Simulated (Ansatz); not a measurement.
## What LiY (built on the sites of a database entry of LiIn) distorts into

Which phase does LiY (built on the sites of a database entry of LiIn) fall into along its unstable mode, and how much energy does it gain?

Calculated with Ansatz 0.2.0; DFT PBEsol, scalar-relativistic, plane waves, PAW.

The structure was built from a prototype and need not be the compound's stable phase.

### 1. The structure

It takes space group Fd-3m (No. 227, cubic). The conventional cell has a = 7.388 Å, b = 7.388 Å, c = 7.388 Å, α = 90.00°, β = 90.00°, γ = 90.00°. Nearest to Li lie 4 Li at 3.20 Å and 4 Y at 3.20 Å. Y has 4 Li at 3.20 Å and 4 Y at 3.20 Å nearest. Farther neighbours are not listed.

As a file:

```cif
data_structure
_symmetry_space_group_name_H-M 'P 1'
_symmetry_Int_Tables_number 1
_cell_length_a 5.2239
_cell_length_b 5.2239
_cell_length_c 5.2239
_cell_angle_alpha 60.000
_cell_angle_beta 60.000
_cell_angle_gamma 60.000
_cell_volume 100.80
loop_
_atom_site_label
_atom_site_type_symbol
_atom_site_fract_x
_atom_site_fract_y
_atom_site_fract_z
_atom_site_occupancy
Li1 Li 0.50000 0.50000 0.50000 1
Li2 Li 0.75000 0.75000 0.75000 1
Y3 Y 0.00000 0.00000 0.00000 1
Y4 Y 0.25000 0.25000 0.25000 1
```

### 2. The dispersion

The cell comes from relaxations at this level that are not shown. Stability and thermal properties need the whole zone. Linear response on a 4×4×4 q mesh gives force constants as far as a supercell of that size would.

The input, input.yaml:

```yaml
crystal:
  lattice:
    - [0.0, 3.6938399398, 3.6938399398]
    - [3.6938399398, 0.0, 3.6938399398]
    - [3.6938399398, 3.6938399398, 0.0]
  atoms:
    - { symbol: Li, position: [0.5, 0.5, 0.5] }
    - { symbol: Li, position: [0.75, 0.75, 0.75] }
    - { symbol: "Y", position: [0.0, 0.0, 0.0] }
    - { symbol: "Y", position: [0.25, 0.25, 0.25] }
kpoints:
  mp_grid: { grid: [12, 12, 12] }
hamiltonian:
  xc: pbesol
scf:
  occupations: { method: methfessel_paxton, width: 0.2 }
output:
  eigenvalues: true
phonons:
  method: dfpt
  qmesh: [4, 4, 4]
  temperatures: { t_max: 1000, t_step: 50 }
  qpath:
    path:
      - [[0.0, 0.0, 0.0], [0.5, 0.0, 0.5], [0.625, 0.25, 0.625]]
      - [[0.375, 0.375, 0.75], [0.0, 0.0, 0.0], [0.5, 0.5, 0.5], [0.5, 0.25, 0.75], [0.5, 0.0, 0.5]]
    npoints: 10
```

Launch:

```sh
$ ansatz run input.yaml --threads 4 --pin off --max-ram 14336MiB --backend cpu --events-out ev --progress --plain --runs-dir out
```

Numbers of over 12 decimals in the logs are rounded to 6 here.

Output:

```text
Warning: phonons: the dynamical matrix that this run interpolates holds no multipole term above the dipole-dipole one, and a site of this crystal is no centre of inversion, so its interpolated transverse optical and acoustic branches and sound speeds can stay off near Gamma, and the density of states and the thermodynamics with them. What a run solves at a wave vector of phonons.qpoints, Gamma apart, where the deck admits one, is free of this, and under fd what a larger phonons.supercell samples
Engine: ansatz 0.2.0, aarch64-unknown-linux-gnu
Pseudopotentials: kind: paw
Pseudopotential: Li, paw, valence charge 3, recommended cutoff 420 eV (normal), Li.paw.azcp
Pseudopotential: Y, paw, valence charge 11, recommended cutoff 420 eV (normal), Y.paw.azcp
Functional definition: PBEsol
  exchange = pbesol_x
  correlation = pbesol_c
Crystal: 4 atoms, lattice volume = 100.801 Å³
Basis set: ecut = 420 eV, 1989 PW (Γ), exchange–correlation on 72×72×72 points (8 copies of the dense FFT grid, shifted against one another)
Bands: 18, of which v1, the nominal top of the filled ones, is band 14 counted from 1 (13 counted from 0)
Symmetry: 48 space group operations
k-points: 72 of 1728
Non-local potential: Li, projectors of the file, l = 0: 3, l = 1: 2, l = 2: 1
Non-local potential: Y, projectors of the file, l = 0: 3, l = 1: 2, l = 2: 2, l = 3: 1
PAW form: soft (Blöchl's): semilocal exchange-correlation on the pseudo side does not see the compensation charge
PAW frozen core: Y, regenerated for the run's functional, and the local potential with it (the file was generated under x = pbe(κ = 0.804, μ = 0.219515), c = pbe(β = 0.066725))
PAW one-centre angular grid: Li, 110 points (default); XC on 64 Gauss nodes
PAW one-centre angular grid: Y, 590 points (default); XC on 64 Gauss nodes
Initial density: superposition of atomic densities (neutral atoms: chi_scale 0, normalization atom), corrected by the library's trained network
Initial wavefunctions: pseudopotential atomic-orbital guess
Functional: x = pbesol(κ = 0.804, μ = 0.123457), c = pbesol(β = 0.046)
SCF iter   1: F=—  HF=-7994.904172 eV  |F-HF|=—  |Δ(HF+E_count)|=         —  Δρ=2.51e-3  dr2=6.39e-3  ethr=1.77e-3  ⟨swp⟩=5.0  Hψ=12291  notcnv=0
automatic band count: the SCF goes on with 22 bands, as 18 were too few: they end inside the smearing window of the response
preconditioner: auto → Kerker (q_TF=auto, 2.204 Å⁻¹)  [metal: Δε(μ)=0.008 eV  Ē_g=3.254 eV  σ=0.200 eV  W_gap=0.03  n_scr=14 (ndim 8)  ℏωp=10.5 eV  f_vac=0.000  D(μ)=3.24/eV (n_scr^D=26)]
SCF iter   2: F=—  HF=-7994.901462 eV  |F-HF|=—  |Δ(HF+E_count)|=   2.71e-3  S|Δr|=    0.00e0  Δρ=1.28e-3  dr2=1.49e-3  ethr=2.28e-5  ⟨swp⟩=2.0  Hψ=2664  notcnv=0
SCF iter   3: F=—  HF=-7994.901050 eV  |F-HF|=—  |Δ(HF+E_count)|=   4.12e-4  S|Δr|=    0.00e0  Δρ=2.27e-4  dr2=4.21e-5  ethr=5.32e-6  ⟨swp⟩=2.0  Hψ=2557  notcnv=0
SCF iter   4: F=—  HF=-7994.901053 eV  |F-HF|=—  |Δ(HF+E_count)|=   3.72e-6  S|Δr|=    0.00e0  Δρ=4.60e-5  dr2=2.70e-6  ethr=1.50e-7  ⟨swp⟩=2.3  Hψ=2104  notcnv=0
SCF iter   5: F=—  HF=-7994.901054 eV  |F-HF|=—  |Δ(HF+E_count)|=   6.24e-7  S|Δr|=    0.00e0  Δρ=1.40e-5  dr2=3.20e-7  ethr=9.63e-9  ⟨swp⟩=1.5  Hψ=1623  notcnv=0
SCF iter   6: F=—  HF=-7994.901054 eV  |F-HF|=—  |Δ(HF+E_count)|=   1.89e-8  S|Δr|=    0.00e0  Δρ=2.35e-6  dr2=6.34e-9  ethr=1.14e-9  ⟨swp⟩=2.0  Hψ=1839  notcnv=0
SCF iter   7: F=—  HF=-7994.901054 eV  |F-HF|=—  |Δ(HF+E_count)|=   1.03e-9  S|Δr|=    0.00e0  Δρ=6.26e-7  dr2=3.93e-10  ethr=2.26e-11  ⟨swp⟩=2.2  Hψ=2604  notcnv=0
SCF iter   8: F=—  HF=-7994.901054 eV  |F-HF|=—  |Δ(HF+E_count)|=  3.82e-11  S|Δr|=    0.00e0  Δρ=1.13e-7  dr2=1.36e-11  ethr=1.40e-12  ⟨swp⟩=2.3  Hψ=2488  notcnv=0
SCF iter   9: F=-7994.901054 eV  HF=-7994.901054 eV  |F-HF|=1.82e-12  |Δ(HF+E_count)|=  7.28e-12  S|Δr|=    0.00e0  Δρ=2.33e-8  dr2=2.83e-13  ethr=1.00e-12  ⟨swp⟩=7.0  Hψ=5634  notcnv=0
SCF 1 converged in 9 iterations: F = -7994.901054 eV  dr2 = 2.83e-13
  greatest PAW one-centre occupation: 1.000 electrons in one spin orbital (limit 2), on the Li atom at site 1 (counted from 0), in its partial waves of l = 0
Initial density: read from a saved state, or passed on in memory by an earlier SCF of this step, an earlier step, the calling program or the single point that the run made first
iter 1 solved again at ethr=4.88e-8 eV; its pass at ethr=3.10e-3 eV (dr2=1.37e-5 eV) is discarded
SCF iter   1: F=—  HF=-7994.901054 eV  |F-HF|=—  |Δ(HF+E_count)|=         —  Δρ=1.83e-7  dr2=4.19e-11  ethr=4.88e-8  ⟨swp⟩=4.2  Hψ=9702  notcnv=0
eigensolver tolerance schedule: the retry pair's looser diagonalisation over-reported the residual by 326225.85 of it (diagonalisation noise at an unbounded share of the residual, at the tolerance the schedule requests for it); recorded, not acted on — ethr = c·dr2/N_el stays at c = 1.0e-1
preconditioner: auto → Kerker (q_TF=auto, 2.204 Å⁻¹)  [metal: Δε(μ)=0.004 eV  Ē_g=2.023 eV  σ=0.200 eV  W_gap=0.02  n_scr=14 (ndim 8)  ℏωp=10.5 eV  f_vac=0.000  D(μ)=3.28/eV (n_scr^D=26)]
SCF iter   2: F=—  HF=-7994.901054 eV  |F-HF|=—  |Δ(HF+E_count)|=   1.58e-7  S|Δr|=    0.00e0  Δρ=9.29e-8  dr2=9.68e-12  ethr=1.00e-12  ⟨swp⟩=1.9  Hψ=4902  notcnv=0
SCF iter   3: F=-7994.901054 eV  HF=-7994.901054 eV  |F-HF|=4.55e-12  |Δ(HF+E_count)|=  9.09e-13  S|Δr|=    0.00e0  Δρ=6.25e-8  dr2=4.22e-12  ethr=1.00e-12  ⟨swp⟩=1.0  Hψ=2880  notcnv=0
SCF 2 converged in 3 iterations: F = -7994.901054 eV  dr2 = 4.22e-12
phonons: the bands overlap, so this run is a metal and interpolates without the dipole-dipole term. If the crystal is really an insulator or semiconductor, its LO-TO splitting is missing
NSCF: frozen V_eff on 72 k-points
NSCF: frozen V_eff on 163 k-points
DFPT response loops at q = (0, 0, 0) (fractional): preconditioner auto → Kerker (q_TF=auto, 2.204 Å⁻¹) (partly filled bands, converged f_vac=0.000); β = 1.00, the filter's whole step (`scf.mixing.beta` (0.50) is not read by the response loops under this deck's `scf.mixing.preconditioner`; to damp them name `kerker` or `kerker_dos`, under which they read `scf.mixing.beta`, and type it under 1.00, their step now; both keys bind the ground state too); Broyden in place of MSR1
NSCF: frozen V_eff on 1872 k-points
DFPT response loops at q = (0, 0, 0.25) (fractional): mixed as the last ones told, above
NSCF: frozen V_eff on 952 k-points
DFPT response loops at q = (0, 0, -0.5) (fractional): mixed as the last ones told, above
NSCF: frozen V_eff on 1020 k-points
DFPT response loops at q = (0, 0.25, 0.25) (fractional): mixed as the last ones told, above
NSCF: frozen V_eff on 3456 k-points
DFPT response loops at q = (0, 0.25, -0.5) (fractional): mixed as the last ones told, above
NSCF: frozen V_eff on 1872 k-points
DFPT response loops at q = (0, 0.25, -0.25) (fractional): mixed as the last ones told, above
NSCF: frozen V_eff on 560 k-points
DFPT response loops at q = (0, -0.5, -0.5) (fractional): mixed as the last ones told, above
NSCF: frozen V_eff on 1020 k-points
DFPT response loops at q = (0.25, -0.5, -0.25) (fractional): mixed as the last ones told, above
SCF converged after 9 iterations
Stability not checked: this state was not tested for a lower state beside it, because cold or Methfessel-Paxton smearing, or corrected tetrahedra, fill the levels in a way that the test cannot read (fill_not_monotonic; see scf.lower_state_search)
Free energy (F): -7994.901054 eV
Harris-Foulkes:  -7994.901054 eV  (|F-HF|=1.82e-12)
Internal energy: -7994.903718 eV  (E = F + TS)
E sigma→0 (E₀):  -7994.901720 eV
Entropy (-TS):   0.002664 eV (0.666 meV/atom)
Fermi energy:    6.448230 eV
--- Per-component energies (eV) ---
  E_band       = -456.485966
  E_kinetic    = 652.966745
  E_local      = -1664.762864  (includes V_loc(G=0)·N_el)
  E_nonlocal   = 38.289028
  E_hartree    = 535.580346
  E_xc         = -362.623329
  E_vxc        = -421.225507  (∫ρ·V_xc dr)
  E_paw        = -5586.347172  (= ΣΔE_a)
  E_vpaw       = -132.914085  (= ΣTr[D̂ρ^β])
  E_aug_tail   = 0.000035  (compensation charges beyond the density's cutoff)
  E_ewald      = -1608.304053
  E_core_change = 0.297546  (= ΣΔE_core)
  E_smearing   = 0.002664  (= −TS)
  E_closure    = -0.000000  (closes the sum)
  Σ components = -7994.901054   (vs F -7994.901054, Δ=0.00e0)
--- Band table (eV; the first three rows and the last of 72) ---
  k-point 0: bands = [... 10 lower, 2.2126, 6.3890, 6.3890, 6.4782, 6.4782, 6.4782, 7.4200, 7.4200, ... 4 higher]
  k-point 1: bands = [... 10 lower, 2.2773, 6.1920, 6.1920, 6.4703, 6.7195, 6.7195, 7.2618, 7.4122, ... 4 higher]
  k-point 2: bands = [... 10 lower, 2.4668, 6.0139, 6.0139, 6.3962, 6.9325, 6.9887, 6.9887, 7.4292, ... 4 higher]
  k-point 71: bands = [... 10 lower, 4.9850, 4.9850, 5.3003, 5.3003, 6.8723, 6.8723, 7.4721, 7.4721, ... 4 higher]
--- Phonons (Γ-DFPT): 2 representative perturbations + reference (Σ response iterations 6) ---
  ASR residual: 2.957e-5 → 0.000e0 eV/Å²; symmetrization residual: 7.045e-7 eV/Å²
  ASR residual per site (eV/Å²): 3.17e-6 3.17e-6 2.96e-5 2.96e-5
  Γ frequencies (cm⁻¹): 0.00 0.00 0.00 105.09 105.09 105.09 241.64 241.64 241.64 301.73 301.73 301.73
--- Phonons (arbitrary-q DFPT): 8 irreducible q on the 4×4×4 mesh ---
  q = [0.0000, 0.0000, 0.0000] (star 1, of the zone-centre solve; hermiticity 4.69e-7, symmetrization 1.33e-13): -0.00 0.00 0.00 105.09 105.09 105.09 241.64 241.64 241.64 301.73 301.73 301.73
  q = [0.0000, 0.0000, 0.2500] (star 8, 2 solved perturbations on 936 of 1728 k-point pairs; hermiticity 6.43e-7, symmetrization 3.25e-13): 21.93 21.93 32.10 97.18 103.55 103.55 250.66 250.66 264.51 292.63 299.17 299.17
  q = [0.0000, 0.0000, -0.5000] (star 4, 2 solved perturbations on 476 of 1728 k-point pairs; hermiticity 1.03e-5, symmetrization 6.18e-6): 6.37 28.10 28.10 99.78 104.89 104.89 261.97 261.97 278.60 288.75 294.15 294.15
  q = [0.0000, 0.2500, 0.2500] (star 6, 4 solved perturbations in 1608 linear systems a pass and spin channel, the states on 510 of 1728 k-point pairs; hermiticity 4.87e-7, symmetrization 2.72e-13): -22.14 -22.14 51.16 90.34 99.52 99.52 254.87 254.87 269.00 292.41 292.54 292.54
  q = [0.0000, 0.2500, -0.5000] (star 24, 4 solved perturbations in 5328 linear systems a pass and spin channel, the states on 1728 of 1728 k-point pairs; hermiticity 5.06e-7, symmetrization 6.40e-8): -44.65 -42.61 39.21 81.09 110.54 115.29 261.32 262.36 275.12 280.72 288.36 292.48
  q = [0.0000, 0.2500, -0.2500] (star 12, 4 solved perturbations in 2892 linear systems a pass and spin channel, the states on 936 of 1728 k-point pairs; hermiticity 3.62e-7, symmetrization 1.61e-13): -30.70 -27.48 21.08 86.33 111.22 115.61 259.02 259.15 272.16 284.76 295.07 296.57
  q = [0.0000, -0.5000, -0.5000] (star 3, 4 solved perturbations in 886 linear systems a pass and spin channel, the states on 280 of 1728 k-point pairs; hermiticity 2.93e-7, symmetrization 2.34e-7): -60.60 -60.60 72.69 72.69 116.40 116.40 264.23 264.23 279.02 279.02 280.17 280.17
  q = [0.2500, -0.5000, -0.2500] (star 6, 4 solved perturbations in 1544 linear systems a pass and spin channel, the states on 510 of 1728 k-point pairs; hermiticity 7.50e-6, symmetrization 2.45e-6): -49.66 -49.66 57.01 57.01 118.65 118.65 268.48 268.48 272.45 272.45 289.62 289.62
  sum rule: each row above includes the acoustic sum rule's correction from the zone centre's row sums; it moved no ω² by more than (0.35 cm⁻¹)²
  mesh force constants: q→R imaginary residual 4.45e-18; ASR residual 2.957e-5 → 0.000e0 eV/Å²; symmetrization residual 2.887e-15 eV/Å²
  interpolated dispersion: 62 rows × 12 modes
  density of states and harmonic sums: on the 16×16×16 q-mesh, interpolated from the force constants of a 4×4×4 supercell (no non-analytic term)
  largest difference from the sums on the solved wave vectors: F 4.26e-3 eV, S 5.48e-6 and C_V 6.93e-7 eV/K
  zero-point energy: 0.124614 eV/cell   skipped modes (ω ≤ 0): 222, of them read as no rigid motion or as one in doubt: 219 (1.648e0 modes/cell left out, lowest -60.60 cm⁻¹)   left out of the sums: 1.37e-1 of the cell's modes: C_V's classical limit lies that fraction below 3 k_B per atom; for a crystal, a wire or a layer, F and S can be off by more, and a phonons.interpolated_qmesh denser along its periods is the remedy for the sampling
```

Wall time 14 min (4 threads of Arm Neoverse V1, shared host); peak memory 6.9 GiB; 55 min of CPU time.

Numbers from this step:

```
volume per atom                                         : 25.20 Å³
gap on the k-mesh                                       : 0 eV
sum-rule residual before enforcement                    : 2.96e-5 eV/Å²
lowest frequency on the path                            : -60.60 cm⁻¹
point group                                             : m-3m
highest frequency on the path or at a solved wavevector : 301.7 cm⁻¹
highest optical mode at the zone centre (no LO-TO term) : 301.7 cm⁻¹
lowest optical zone-centre mode                         : 105.1 cm⁻¹
lowest mode on the q mesh (acoustic modes at Γ apart)   : -60.6 cm⁻¹
```

Frequencies (cm⁻¹) solved at each irreducible wavevector; negative means imaginary. Frequencies by wavevector, by row:

| q in reciprocal lattice units | star | mode 1 | mode 2 | mode 3 | mode 4 | mode 10 | mode 11 | mode 12 |
| --- | --- | --- | --- | --- | --- | --- | --- | --- |
| 0 0 0 | 1 | 0 | 0 | 0 | 105.1 | 301.7 | 301.7 | 301.7 |
| 0 0 0.25 | 8 | 21.9 | 21.9 | 32.1 | 97.2 | 292.6 | 299.2 | 299.2 |
| 0 0 -0.5 | 4 | 6.4 | 28.1 | 28.1 | 99.8 | 288.8 | 294.1 | 294.1 |
| 0 0.25 0.25 | 6 | -22.1 | -22.1 | 51.2 | 90.3 | 292.4 | 292.5 | 292.5 |
| 0 0.25 -0.5 | 24 | -44.6 | -42.6 | 39.2 | 81.1 | 280.7 | 288.4 | 292.5 |
| 0 0.25 -0.25 | 12 | -30.7 | -27.5 | 21.1 | 86.3 | 284.8 | 295.1 | 296.6 |
| 0 -0.5 -0.5 | 3 | -60.6 | -60.6 | 72.7 | 72.7 | 279 | 280.2 | 280.2 |
| 0.25 -0.5 -0.25 | 6 | -49.7 | -49.7 | 57 | 57 | 272.4 | 289.6 | 289.6 |

Interpolated from a 4×4×4 q mesh. Phonon branches along the path, in cm⁻¹:

| point | branch 1 | branch 2 | branch 3 | branch 4 | branch 9 | branch 10 | branch 11 | branch 12 |
| --- | --- | --- | --- | --- | --- | --- | --- | --- |
| Γ | 0 | 0 | 0 | 105 | 242 | 302 | 302 | 302 |
| halfway | -22 | -22 | 51 | 90 | 269 | 292 | 292 | 292 |
| X | -61 | -61 | 73 | 73 | 279 | 279 | 280 | 280 |
| halfway | -59 | -58 | 64 | 73 | 275 | 278 | 282 | 285 |
| U | -52 | -51 | 46 | 74 | 272 | 276 | 286 | 290 |
| jump to K | -52 | -51 | 46 | 74 | 272 | 276 | 286 | 290 |
| halfway | -14 | -9 | 35 | 89 | 270 | 289 | 296 | 300 |
| Γ | 0 | 0 | 0 | 105 | 242 | 302 | 302 | 302 |
| halfway | 22 | 22 | 32 | 97 | 264 | 293 | 299 | 299 |
| L | 6 | 28 | 28 | 100 | 279 | 289 | 294 | 294 |
| halfway | -37 | -35 | 26 | 82 | 276 | 280 | 292 | 294 |
| W | -50 | -50 | 57 | 57 | 272 | 272 | 290 | 290 |
| halfway | -56 | -56 | 65 | 65 | 275 | 275 | 286 | 286 |
| X | -61 | -61 | 73 | 73 | 279 | 279 | 280 | 280 |

Symmetry leaves 8 wavevectors to solve. The lowest mode among them, the acoustic zeros apart, lies at q = (0, -0.5, -0.5) and is imaginary, 60.6i cm⁻¹, so the energy falls along it.

### 3. The mode frozen in, largest atomic shift 0 Å

The mode followed lies at q = (0, -0.5, -0.5) with frequency 60.6i cm⁻¹ and is 2-fold degenerate, the softest among the wavevectors solved. At small amplitude the distorted cell has space group no. 96 by a symmetry search on the positions. The undistorted cell that holds it gives the zero of energy on the same k mesh.

System of this step: LiY (built on the sites of a database entry of LiIn). Symmetry: Fd-3m, No. 227, cubic system. Conventional cell: a = 7.388 Å, b = 7.388 Å, c = 7.388 Å, α = 90.00°, β = 90.00°, γ = 90.00°. Nearest to Li lie 4 Li at 3.20 Å and 4 Y at 3.20 Å. Nearest to Y lie 4 Li at 3.20 Å and 4 Y at 3.20 Å. Farther neighbours are not listed.

The input, input.yaml:

```yaml
crystal:
  lattice:
    - [0.0, -3.6938399398, -3.6938399398]
    - [0.0, 3.6938399398, -3.6938399398]
    - [7.3876798796, 0.0, 0.0]
  atoms:
    - { symbol: Li, position: [0.5, 0.5, 0.0] }
    - { symbol: Li, position: [0.0, 0.0, 0.5] }
    - { symbol: Li, position: [0.0, 0.5, 0.25] }
    - { symbol: Li, position: [0.5, 0.0, 0.75] }
    - { symbol: "Y", position: [0.5, 0.5, 0.5] }
    - { symbol: "Y", position: [0.0, 1.0, 0.0] }
    - { symbol: "Y", position: [0.0, 0.5, 0.75] }
    - { symbol: "Y", position: [0.5, 0.0, 0.25] }
kpoints:
  mp_grid: { grid: [8, 8, 6] }
hamiltonian:
  xc: pbesol
scf:
  occupations: { method: methfessel_paxton, width: 0.2 }
output:
  forces: true
  stress: true
  eigenvalues: true
```

Output:

```text
[...]
Crystal: 8 atoms, lattice volume = 201.602 Å³
Basis set: ecut = 420 eV, 3953 PW (Γ), exchange–correlation on 72×72×100 points (8 copies of the dense FFT grid, shifted against one another)
Bands: 36, of which v1, the nominal top of the filled ones, is band 28 counted from 1 (27 counted from 0)
Symmetry: 32 space group operations
[...]
k-points: 60 of 384
[...]
k-point 0: bands = [... 24 lower, 5.7343, 6.3892, 6.3892, 6.4783, 6.4783, 6.4784, 6.8844, 6.8844, ... 4 higher]
  k-point 1: bands = [... 24 lower, 6.0013, 6.1781, 6.4461, 6.5235, 6.5235, 6.8329, 6.9141, 6.9141, ... 4 higher]
  k-point 2: bands = [... 24 lower, 6.0402, 6.6153, 6.6565, 6.6565, 6.7512, 6.8914, 6.9968, 6.9968, ... 4 higher]
  k-point 59: bands = [... 24 lower, 5.3004, 5.3004, 5.3004, 5.3004, 6.8724, 6.8724, 6.8724, 6.8724, ... 4 higher]
[key lines of the parts left out:]
SCF converged after 6 iterations
Free energy (F): -15989.801697 eV
Fermi energy:    6.449092 eV
P = ⅓ Tr σ = -0.0041 GPa (-0.041 kbar)
```

Run time: 6 s. Hardware: 4 threads; peak memory 0.69 GiB; 22 s of CPU time.

Numbers from this step:

| Item | Value |
| --- | --- |
| pressure | -0.004097 GPa |
| energy from the undistorted cell | 0 meV/atom |

The run ends at a pressure of 0.00 GPa.

(Part 1 of 3 ends here.)

[Logs are printed without paths, hosts, clocks, repeated set-up lines and the standing remarks that a program may print on its own settings, such as how far it seeks lower states.]

[Hosts, paths, dates, database ids (printed as entryN), source tags and the programs' standing remarks are cut or masked in the printed files.]
